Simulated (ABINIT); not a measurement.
## A GW chain in ABINIT: SnO2 (Imma)

Aim: the G0W0 gap of SnO2 (Imma) on LDA, step by step.

Calculated with ABINIT 10.8.3; LDA and many-body steps on it, plane waves.

### 1. The starting structure

The structure is orthorhombic, space group Imma (No. 74). Conventional cell: a = 6.498 Å, b = 6.829 Å, c = 6.828 Å, α = 90.00°, β = 90.00°, γ = 90.00°. Sn has 6 O at 2.09 to 2.10 Å nearest. Sn has 6 O at 2.09 Å nearest. O has 3 Sn at 2.09 to 2.10 Å nearest. O has 3 Sn at 2.09 Å nearest. Farther neighbours and most contacts between anions are not listed.

The cell and positions are those that the Materials Project relaxed with its own functionals (PBE, PBE+U or r2SCAN), kept fixed. This is not the form that SnO2 usually takes at ambient conditions.

### 2. Ground state

This step: ABINIT 10.8.3; DFT, LDA, plane waves, norm-conserving pseudopotentials.

The ground-state density comes first.

Contents of run.abi:

```
acell 3*1.0 Angstrom
rprim 
  -3.248897000000 3.414470000000 3.414021000000
  3.248897000000 -3.414470000000 3.414021000000
  3.248897000000 3.414470000000 -3.414021000000
ntypat 2
znucl 50 8
natom 12
typat 1 1 1 1 2 2 2 2 2 2 2 2
xred 
  0.996401000000 0.246401000000 0.750000000000
  0.003599000000 0.753599000000 0.250000000000
  0.500000000000 0.500000000000 0.500000000000
  0.500000000000 0.000000000000 0.000000000000
  0.193504000000 0.196226000000 0.502722000000
  0.697565000000 0.754060000000 0.943505000000
  0.193504000000 0.690782000000 0.997278000000
  0.310555000000 0.754060000000 0.556495000000
  0.689445000000 0.245940000000 0.443505000000
  0.302435000000 0.245940000000 0.056495000000
  0.806496000000 0.309218000000 0.002722000000
  0.806496000000 0.803774000000 0.497278000000
pp_dirpath "pseudos"
pseudos "Sn.upf, O.upf"
ecut 42
ngkpt 4 4 4
nshiftk 1
shiftk 0 0 0
kptopt 1
chksymbreak 0
nband 78
occopt 1
tolvrs 1e-08
nstep 60
prtwf 0
optforces 0
optstress 0
indata_prefix "in"
outdata_prefix "out"
tmpdata_prefix "tmp"
```

Launch:

```console
> OMP_NUM_THREADS=1 mpirun -n 8 abinit run.abi > log
```

Numbers of over 12 decimals in the logs are rounded to 6 here.

Output:

```text
.Version 10.8.3 of ABINIT. v10.8.2 released Aug 2026.

 Symmetries : space group Im m a (# 74); Bravais oI (body-center ortho.)
================================================================================
 Values of the parameters that define the memory need of the present run
     intxc =       0    ionmov =       0      iscf =       7    lmnmax =       6
     lnmax =       6     mgfft =      72  mpssoang =       3    mqgrid =    3001
     natom =      12  nloc_mem =       1    nspden =       1   nspinor =       1
    nsppol =       1      nsym =       8    n1xccc =    2501    ntypat =       2
    occopt =       1   xclevel =       1
-    mband =          78        mffmem =           1         mkmem =           3
       mpw =       13346          nfft =      373248          nkpt =          18
================================================================================
  Rough estimation (10% accuracy) of disk space for files :
================================================================================

--------------------------------------------------------------------------------
------------- Echo of variables that govern the present computation ------------
--------------------------------------------------------------------------------
 -outvars: echo values of preprocessed input variables --------
            acell      1.8897261259E+00  1.8897261259E+00  1.8897261259E+00 Bohr

      chksymbreak           0
             ecut      4.20000000E+01 Hartree
-          fftalg         312

              ixc       -1012
              kpt      0.00000000E+00  0.00000000E+00  0.00000000E+00
                       2.50000000E-01  0.00000000E+00  0.00000000E+00
                       5.00000000E-01  0.00000000E+00  0.00000000E+00
                       0.00000000E+00  2.50000000E-01  0.00000000E+00
                       2.50000000E-01  2.50000000E-01  0.00000000E+00
                       5.00000000E-01  2.50000000E-01  0.00000000E+00
                      -2.50000000E-01  2.50000000E-01  0.00000000E+00
                       0.00000000E+00  5.00000000E-01  0.00000000E+00
                       2.50000000E-01  5.00000000E-01  0.00000000E+00
   [... 7 further rows ...]
                      -2.50000000E-01 -2.50000000E-01  2.50000000E-01
                       5.00000000E-01  5.00000000E-01  5.00000000E-01
         kptrlatt        4    0    0      0    4    0      0    0    4
          kptrlen      4.39909257E+01
P           mkmem           3
            natom          12
            nband          78
            ngfft          72      72      72
             nkpt          18
            nstep          60
             nsym           8
           ntypat           2
              occ      2.000000  2.000000  2.000000  2.000000  2.000000  2.000000
                       2.000000  2.000000  2.000000  2.000000  2.000000  2.000000
                       2.000000  2.000000  2.000000  2.000000  2.000000  2.000000
                       2.000000  2.000000  2.000000  2.000000  2.000000  2.000000
                       2.000000  2.000000  2.000000  2.000000  2.000000  2.000000
                       2.000000  2.000000  2.000000  2.000000  2.000000  2.000000
                       2.000000  2.000000  2.000000  2.000000  2.000000  2.000000
                       2.000000  2.000000  2.000000  2.000000  2.000000  2.000000
                       2.000000  2.000000  2.000000  2.000000  2.000000  2.000000
                       2.000000  2.000000  2.000000  2.000000  2.000000  2.000000
                       2.000000  2.000000  2.000000  2.000000  2.000000  2.000000
                       2.000000  2.000000  0.000000  0.000000  0.000000  0.000000
                       0.000000  0.000000  0.000000  0.000000  0.000000  0.000000
        optforces           0
        optstress           0
            prtwf           0
            rprim     -3.2488970000E+00  3.4144700000E+00  3.4140210000E+00
[...]
spgroup          74

           tolvrs      1.00000000E-08

             xred      9.9640100000E-01  2.4640100000E-01  7.5000000000E-01
[...]
znucl       50.00000    8.00000

================================================================================

 chkinp: Checking input parameters for consistency.

================================================================================
== DATASET  1 ==================================================================
-   mpi_nproc: 8, omp_nthreads: 1 (-1 if OMP is not activated)

--- !DatasetInfo
iteration_state: {dtset: 1, }
dimensions: {natom: 12, nkpt: 18, mband: 78, nsppol: 1, nspinor: 1, nspden: 1, mpw: 13346, }
cutoff_energies: {ecut:  42.0, pawecutdg:  -1.0, }
electrons: {nelect:   1.36000000E+02, charge:   0.00000000E+00, occopt:   1.00000000E+00, tsmear:   1.00000000E-02, }

 Real(R)+Recip(G) space primitive vectors, cartesian coordinates (Bohr,Bohr^-1):
 R(1)= -6.1395255  6.4524132  6.4515647  G(1)=  0.0000000  0.0774904  0.0775006
 R(2)=  6.1395255 -6.4524132  6.4515647  G(2)=  0.0814395  0.0000000  0.0775006
 R(3)=  6.1395255  6.4524132 -6.4515647  G(3)=  0.0814395  0.0774904  0.0000000
 Unit cell volume ucvol=  1.0223086E+03 bohr^3
 Angles (23,13,12)=  1.12129753E+02  1.08153076E+02  1.08163993E+02 degrees

 getcut: wavevector=  0.0000  0.0000  0.0000  ngfft=  72  72  72
[...]
_setup2: Arith. and geom. avg. npw (full set) are   13289.609   13289.593

================================================================================

--- !BeginCycle
iteration_state: {dtset: 1, }
solver: {iscf: 7, nstep: 60, nline: 4, wfoptalg: 0, }
tolerances: {tolvrs: 1.00E-08, }

     iter   Etot(hartree)      deltaE(h)  residm     vres2
 ETOT  1  -1015.8718959479    -1.016E+03 3.060E-01 3.935E+03
 ETOT  2  -1017.4233342313    -1.551E+00 3.346E-02 3.865E+03
 ETOT  3  -1018.2594037543    -8.361E-01 1.045E-02 9.075E+01
 ETOT  4  -1018.2733472419    -1.394E-02 4.718E-03 8.735E+00
 ETOT  5  -1018.2750792208    -1.732E-03 3.087E-03 8.126E-01
 ETOT  6  -1018.2751660501    -8.683E-05 2.000E-03 3.103E-01
 ETOT  7  -1018.2752094948    -4.344E-05 1.115E-03 3.909E-03
 ETOT  8  -1018.2752098830    -3.882E-07 1.816E-03 1.822E-05
 ETOT  9  -1018.2752098842    -1.145E-09 6.696E-04 2.804E-06
 ETOT 10  -1018.2752098845    -3.853E-10 9.155E-04 1.158E-07
 ETOT 11  -1018.2752098845     1.705E-12 2.558E-04 1.300E-08
 ETOT 12  -1018.2752098846    -2.103E-11 3.295E-04 7.697E-10

 At SCF step   12       vres2   =  7.70E-10 < tolvrs=  1.00E-08 =>converged.

--- !ResultsGS
iteration_state: {dtset: 1, }
comment   : Summary of ground state results
lattice_vectors:
- [ -6.1395255,   6.4524132,   6.4515647, ]
- [  6.1395255,  -6.4524132,   6.4515647, ]
- [  6.1395255,   6.4524132,  -6.4515647, ]
lattice_lengths: [  10.99773,   10.99773,   10.99773, ]
lattice_angles: [112.130, 108.153, 108.164, ] # degrees, (23, 13, 12)
lattice_volume:   1.0223086E+03
convergence: {deltae: -2.103E-11, res2:  7.697E-10, residm:  3.295E-04, diffor:  0.000E+00, }
etotal    :  -1.01827521E+03
entropy   :   0.00000000E+00
fermie    :   2.09226217E-01
cartesian_stress_tensor: null
pressure_GPa: null
xred      :
- [  9.9640E-01,   2.4640E-01,   7.5000E-01, Sn]
- [  3.5990E-03,   7.5360E-01,   2.5000E-01, Sn]
- [  5.0000E-01,   5.0000E-01,   5.0000E-01, Sn]
- [  5.0000E-01,   1.2425E-17,   2.3954E-17, Sn]
- [  1.9350E-01,   1.9623E-01,   5.0272E-01,  O]
- [  6.9756E-01,   7.5406E-01,   9.4350E-01,  O]
- [  1.9350E-01,   6.9078E-01,   9.9728E-01,  O]
- [  3.1055E-01,   7.5406E-01,   5.5649E-01,  O]
- [  6.8944E-01,   2.4594E-01,   4.4350E-01,  O]
- [  3.0244E-01,   2.4594E-01,   5.6495E-02,  O]
- [  8.0650E-01,   3.0922E-01,   2.7220E-03,  O]
- [  8.0650E-01,   8.0377E-01,   4.9728E-01,  O]
cartesian_forces: null
force_length_stats: {min: null, max: null, mean: null, }

 Integrated electronic density in atomic spheres:
 ------------------------------------------------
 Atom  Sphere_radius  Integrated_density
[...]
================================================================================

 ----iterations are completed or convergence reached----

 Mean square residual over all n,k,spin=   51.733E-08; max=  32.948E-05
 reduced coordinates (array xred) for   12 atoms
[...]
0.310555000000      0.754060000000      0.556495000000
       0.689445000000      0.245940000000      0.443505000000
       0.302435000000      0.245940000000      0.056495000000
       0.806496000000      0.309218000000      0.002722000000
       0.806496000000      0.803774000000      0.497278000000
 rms dE/dt=  0.0000E+00; max dE/dt=  0.0000E+00; dE/dt below (all hartree)
    1       0.000000000000      0.000000000000      0.000000000000
    2       0.000000000000      0.000000000000      0.000000000000
    3       0.000000000000      0.000000000000      0.000000000000
    4       0.000000000000      0.000000000000      0.000000000000
    5       0.000000000000      0.000000000000      0.000000000000
    6       0.000000000000      0.000000000000      0.000000000000
    7       0.000000000000      0.000000000000      0.000000000000
    8       0.000000000000      0.000000000000      0.000000000000
    9       0.000000000000      0.000000000000      0.000000000000
   10       0.000000000000      0.000000000000      0.000000000000
[...]
cartesian coordinates (angstrom) at end:
[...]
8      3.248897     0.385801     1.734732
    9     -0.000000     3.028669     1.679289
   10     -0.000000     0.385801     1.679289
   11     -1.606762     1.707235     3.799778
   12      1.606762     1.707235     3.799778
 length scales=  1.889726125908  1.889726125908  1.889726125908 bohr
              =  1.000000000000  1.000000000000  1.000000000000 angstroms
 prteigrs : about to open file out_EIG
 Fermi (or HOMO) energy (hartree) =   0.20923   Average Vxc (hartree)=  -0.43459
 Eigenvalues (hartree) for nkpt=  18  k points:
 kpt#   1, nband= 78, wtk=  0.01563, kpt=  0.0000  0.0000  0.0000 (reduced coord)
  -4.48088   -4.48088   -4.48088   -4.48088   -2.86204   -2.86203   -2.86203   -2.86202
  -2.86068   -2.86066   -2.86060   -2.86057   -2.86056   -2.86055   -2.86053   -2.86050
  -0.56054   -0.55278   -0.55277   -0.53848   -0.53846   -0.53785   -0.53039   -0.52972
  -0.52972   -0.52669   -0.52574   -0.52572   -0.52560   -0.52357   -0.52357   -0.52303
  -0.52232   -0.52230   -0.52228   -0.52228   -0.46807   -0.40244   -0.40243   -0.40108
  -0.40106   -0.35800   -0.35800   -0.34685   -0.08839   -0.08145   -0.08137    0.03020
   0.03023    0.06314    0.06317    0.06696    0.10044    0.11383    0.11383    0.11806
   0.11807    0.13434    0.13487    0.16097    0.16100    0.17499    0.17513    0.18046
   0.18089    0.18195    0.18234    0.20923    0.22674    0.35954    0.35964    0.40671
   0.42232    0.42234    0.51604    0.51605    0.56770    0.57064
 prteigrs : prtvol=0 or 1, do not print more k-points.

--- !EnergyTerms
iteration_state     : {dtset: 1, }
comment             : Components of total free energy in Hartree
kinetic             :  3.98829011401953E+02
hartree             :  3.23062749765053E+02
xc                  : -1.40435922261132E+02
Ewald energy        : -5.85546186658788E+02
psp_core            :  2.12857947803862E+01
local_psp           : -9.86026855153019E+02
non_local_psp       : -4.94438017590191E+01
total_energy        : -1.01827520988457E+03
total_energy_eV     : -2.77086800408763E+04
band_energy         : -1.27397136982629E+02

== END DATASET(S) ==============================================================
================================================================================

 -outvars: echo values of variables after computation  --------
           etotal     -1.0182752099E+03
            nband          78
             nkpt          18
          spgroup          74
 [... the other variables as echoed above ...]

 Calculation completed.
```

Wall time 2.4 min (8 MPI ranks of AMD EPYC 9B45 (Zen 5), shared host); peak memory 1.5 GiB; 19 min of CPU time.

This step gave:

```yaml
total_energy: -27708.6800 eV
gap: 0.4765 eV
k_of_the_valence_top: 0, 0, 0
k_of_the_conduction_bottom: 0, 0, 0
least_direct_gap: 0.4765 eV
```

The gap is direct, at Γ.

[end of part 1 of 3]

[Paths, hosts, dates, memory and timing lines, banners, echoed tables and standing remarks are left out of the program output.]

[Logs are printed without paths, hosts, clocks, repeated set-up lines and the standing remarks that a program may print on its own settings, such as how far it seeks lower states.]

[Runs of the session that timed out or met a known fault of the program may be left out.]

[Hosts, paths, dates, database ids (printed as entryN), source tags and the programs' standing remarks are cut or masked in the printed files.]

[G0W0 gaps are taken among the corrected bands and points alone; a level outside them can change the order at an edge.]

[Where Ansatz stands beside ABINIT at settings called matched, ABINIT's density can come from a denser mesh and the files from another edition; pairs whose starting gaps differed by over 0.03 eV were left out, so agreement reads better than it is.]
